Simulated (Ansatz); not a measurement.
# amorphous ZrCu: which shell does photoemission see at 21.2 and 100 eV? (PBE, PAW set soft_1)

The valence band of amorphous ZrCu mixes several shells. Work out by hand which one leads the spectrum's area at each photon energy.

Filled states come from the projected DOS of Ansatz 0.2.0 (PBE, plane waves); cross sections σ and asymmetry parameters β are those of free atoms in a Dirac–Hartree–Slater calculation. A shell's area is states × σ × angular factor, which is 1 + β·P₂(cos θ) for linear light, with θ = 0° from the polarisation and P₂ = 1.000.

**At 21.2 eV** (states counted from 11.2 eV below the zero; other shells add 3.7 to the products' sum of 495):

| shell | filled states a cell | cross section (Mb an electron) | β | angular factor | product | share by hand (%) | share in the simulated spectrum (%) |
| --- | --- | --- | --- | --- | --- | --- | --- |
| Cu 3d | 144.93 | 0.796 | -0.20 | 0.80 | 91.9 | 19 | 18 |
| Zr 4d | 47.47 | 5.55 | 0.52 | 1.52 | 399 | 81 | 81 |

**At 100 eV** (states counted from 29.2 eV below the zero; other shells add 6.5 to the products' sum of 182):

| shell | filled states a cell | cross section (Mb an electron) | β | angular factor | product | share by hand (%) | share in the simulated spectrum (%) |
| --- | --- | --- | --- | --- | --- | --- | --- |
| Cu 3d | 145.08 | 0.724 | 0.66 | 1.66 | 174 | 96 | 96 |
| Zr 4d | 47.94 | 0.0292 | -0.55 | 0.45 | 0.623 | 0 | 0 |

Zr 4d leads at 21.2 eV and Cu 3d at 100 eV. Between the two energies σ of Zr 4d changes by a factor 0.0053 and that of Cu 3d by 0.91, so their ratio moves 173-fold in favour of the second. The simulated spectrum uses the same rule on the energy-resolved DOS, so the two share columns agree within a few points.

Only crystals where the two columns agree within 4 points and the lead is clear are worked in this form. Free-atom cross sections ignore the solid's final states, no escape depth or background enters, and the count of states a shell hangs on the projection.
